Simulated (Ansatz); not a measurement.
# (GaP)1(GaAs)3 [001] superlattice, started as zinc blende: from the cell to its phonons, part 2 of 2

The cell of (GaP)1(GaAs)3 [001] superlattice, started as zinc blende is at rest. What are its phonons?

Ansatz 0.2.0; DFT PBEsol, scalar-relativistic, plane waves, PAW.

So far: The starting structure; Modes at Γ.

The structure was built from a prototype and need not be the compound's stable phase.

## (2) Modes at Γ (continued)

Without the LO-TO term. Patterns of degenerate modes are one choice out of their space. Modes at Γ, with each element's share of the kinetic energy:

```
mode  frequency (cm⁻¹)  symmetry  As %  Ga %  P %
   1               0.0  acoustic    42    52    6
   2               0.0  acoustic    42    52    6
   3               0.0  acoustic    42    52    6
   4              67.5         E    45    54    1
   5              67.5         E    45    54    1
   6              68.7         E    42    56    2
   7              68.7         E    42    56    2
   8              84.9         E    12    72   16
   9              84.9         E    12    72   16
  10             130.9        A1    54    46    0
  11             141.2        B2    32    58   10
  12             234.0        B2    79    15    6
  13             235.1        A1     0   100    0
  14             251.6         E    55    45    0
  15             251.6         E    55    45    0
  16             254.1         E    53    47    0
  17             254.1         E    53    47    0
  18             263.2         E    50    50    1
  19             263.2         E    50    50    1
  20             269.9        B2    47    53    0
  21             275.8        A1    46    54    0
  22             337.2         E     0    24   76
  23             337.2         E     0    24   76
  24             349.2        B2     1    22   77
```

Displacements in mode 5 (67.5 cm⁻¹), the largest set to 1:
```
As1 -0.58  1.00  0.00
As2 -0.12  0.07  0.00
As3  0.52 -0.97  0.00
Ga4  0.87 -0.80  0.00
Ga5  0.36  0.11  0.00
Ga6 -0.90  0.90  0.00
Ga7 -0.25 -0.26  0.00
P8   0.26 -0.15  0.00
```

Displacements in mode 15 (251.6 cm⁻¹), the largest set to 1:
```
As1 -0.51  0.00  0.00
As2  1.00 -0.01  0.00
As3 -0.51  0.01  0.00
Ga4  0.28 -0.27  0.00
Ga5  0.27  0.26  0.00
Ga6 -0.26 -0.67  0.00
Ga7 -0.27  0.67  0.00
P8   0.03  0.00  0.00
```

High-frequency dielectric tensor, which the program warns is not settled by the k meshes in reach. Tensor:

```
       x      y      z
x  13.03      0      0
y      0  13.03      0
z      0      0  12.93
```

Static dielectric tensor, which the program warns is not settled by the k meshes in reach. Tensor:

```
       x      y      z
x  15.02      0      0
y      0  15.02      0
z      0      0  14.89
```

Optical modes at the zone centre, without and with the macroscopic field of the longitudinal modes; each column is sorted by frequency, so a row need not hold one and the same mode. Modes with and without the field, by row:

```
rank among optical modes  no field (cm⁻¹)  q along (1, 0, 0) (cm⁻¹)  q along (0, 0, 1) (cm⁻¹)
                       1             67.5                      67.5                      67.5
                       2             67.5                      67.5                      67.5
                       3             68.7                      68.7                      68.7
                       4             68.7                      68.7                      68.7
                       5             84.9                      84.9                      84.9
                       6             84.9                      84.9                      84.9
                       7            130.9                     130.9                     130.9
                       8            141.2                     141.2                     141.2
                       9              234                       234                     234.8
                      10            235.1                     235.1                     235.1
                      11            251.6                     251.6                     251.6
                      12            251.6                     251.6                     251.6
                      13            254.1                     254.1                     254.1
                      14            254.1                     254.1                     254.1
                      15            263.2                     263.2                     263.2
                      16            263.2                     269.9                     263.2
                      17            269.9                     273.9                     275.8
                      18            275.8                     275.8                     282.2
                      19            337.2                     337.2                     337.2
                      20            337.2                     347.8                     337.2
                      21            349.2                     349.2                       357
```

Born charge (rows field, columns displacement) (e), principal values of the symmetric part by kind of site:

```
atom  atoms with these values    low  middle   high   mean
 As1                        2  -2.09   -2.04  -1.96  -2.03
 As2                        1  -2.04   -2.03  -2.03  -2.03
 Ga4                        2   2.12    2.15   2.22   2.17
 Ga6                        2   2.02    2.06   2.08   2.06
  P8                        1  -2.43   -2.43  -2.22  -2.36
```

In full for Ga4:

```
 2.17 -0.05  0.00
-0.05  2.17  0.00
 0.00  0.00  2.15
```

Transverse modes. Lines of the infrared spectrum (strongest = 100):

```
position (cm⁻¹)  relative intensity
             68                 0.0
             69                 0.0
             85                 0.0
            131                 0.0
            141                 0.1
            234                 4.5
            235                 0.0
            252                 0.0
            254                 0.2
            263                 100
            270                  55
            276                 0.0
            337                  95
            349                  35
```

Activity x (w_L - w)^4 (n + 1)/w, 532 nm, 300 K; the log calls the Raman tensors unconverged in the k mesh, so the heights are rough; the tensors are static ones, while 532 nm light lies above the computed direct gap, where resonance would change the heights; modes without the macroscopic field alone. Raman lines, with heights relative to the strongest:

```
position (cm⁻¹)  relative intensity
             68                 0.1
             69                 0.0
             85                 1.4
            131                 7.7
            141                 0.9
            234                 5.4
            235                 6.0
            252                 0.0
            254                 0.2
            263                 100
            270                  59
            276                 4.6
            337                  39
            349                 8.3
```

Before it was imposed, the acoustic sum rule was missed by 8.1e-5 eV/Å² and the charge sum rule by 0.074 e. The charge miss is large and points to the mesh or the basis. The lowest optical mode is real, 67.5 cm⁻¹.

The log warns of the k mesh: “the force constants stand on the 8×8×2 k-mesh, whose period is 7.38 times the interband length at k = (0.0000, 0.0000, 0.0000), direct gap 0.725 eV, under 14: take them and everything formed from them as unconverged”.

## (3) Another isotope

An isotope changes the mass and not the force constants, so no new electronic calculation is needed; the shifts show which modes move this element.

The same force constants with the mass of Ga changed from 69.723 to 70.925 u (phonopy, no LO-TO term). Both lists are sorted by frequency; levels can cross, so a row need not hold one and the same mode. Modes under 3 cm⁻¹ are left out. Isotope shifts, by row:

```
    q  rank  natural mass (cm⁻¹)  changed mass (cm⁻¹)
0 0 0     4                67.52                67.21
0 0 0     5                67.52                67.21
0 0 0     6                68.74                68.41
0 0 0     7                68.74                68.41
0 0 0     8                84.92                84.39
0 0 0     9                84.92                84.39
0 0 0    10                130.9                130.4
0 0 0    11                141.2                140.5
0 0 0    12                  234                233.1
0 0 0    13                235.1                233.7
0 0 0    14                251.6                250.6
0 0 0    15                251.6                250.6
0 0 0    16                254.1                253.1
0 0 0    17                254.1                253.1
0 0 0    18                263.2                262.1
0 0 0    19                263.2                262.1
0 0 0    20                269.9                268.7
0 0 0    21                275.8                274.6
0 0 0    22                337.2                336.5
0 0 0    23                337.2                336.5
0 0 0    24                349.2                348.6
```

A mode of this element alone would shift by -0.85 %. The highest zone-centre frequency without the field goes from 349.2 to 348.6 cm⁻¹ (-0.2 %). The product of the frequency ratios over all optical modes at Γ is 0.915; the product rule, (m/m′)^(3k/2) (M′/M)^(3/2) with k = 4 such atoms and M the mass of the cell, gives 0.915.

## (4) Results

```yaml
space_group_within_0p01_a: P-4m2
volume_per_atom: 22.0 Å³
gap_on_the_k_mesh: 0.725 eV
highest_optical_mode_at_the_zone_centre_no_lo_to_term: 349 cm⁻¹
top_of_the_zone_centre_spectrum_with_the_field: 357 cm⁻¹
lowest_optical_zone_centre_mode: 67.5 cm⁻¹
mean_high_frequency_dielectric_constant: 13.0
mean_static_dielectric_constant: 15.0
largest_born_charge_third_of_the_trace: -2.36 e
imaginary_modes_at_gamma_the_only_wavevector_solved: none
```

What this shows: The structure is stable against zone-centre distortions, since no mode there is imaginary; other wavevectors were not solved, so zone-boundary instabilities are untested. Without the field, the optical modes at Γ span 68 to 349 cm⁻¹. No dispersion was computed. The highest mode in this list at Γ, 349.2 cm⁻¹, is mostly motion of P (77 % of the kinetic energy). With the macroscopic field of the longitudinal modes the top of the zone-centre spectrum lies at 357 cm⁻¹, against 349 cm⁻¹ without it. Lattice motion raises the mean dielectric constant from 13.00 to 14.98. The strongest infrared line is at 263 cm⁻¹. Averaged over orientations, the strongest Raman line at 532 nm and 300 K is at 263 cm⁻¹, among the modes without the field; their longitudinal partners can be Raman active too. The tensors are the static, non-resonant ones, while 532 nm light (2.33 eV) lies above the computed gap. With the field response the log warns that the k mesh is coarse for the force constants too, so the frequencies may not be converged. In this run the field response is not settled by the k meshes in reach, so its dielectric tensor, Born charges and longitudinal modes are rough. The program warns that the Raman tensors are not converged in the k mesh, so the intensities are rough. The starting cell was built on a prototype and not taken from a measurement, so the phase need not exist. These are harmonic frequencies at zero temperature: anharmonic shifts, linewidths and thermal expansion are left out.

[Logs are printed without paths, hosts, clocks, repeated set-up lines and the standing remarks that a program may print on its own settings, such as how far it seeks lower states.]

[Hosts, paths, dates, database ids (printed as entryN), source tags and the programs' standing remarks are cut or masked in the printed files.]
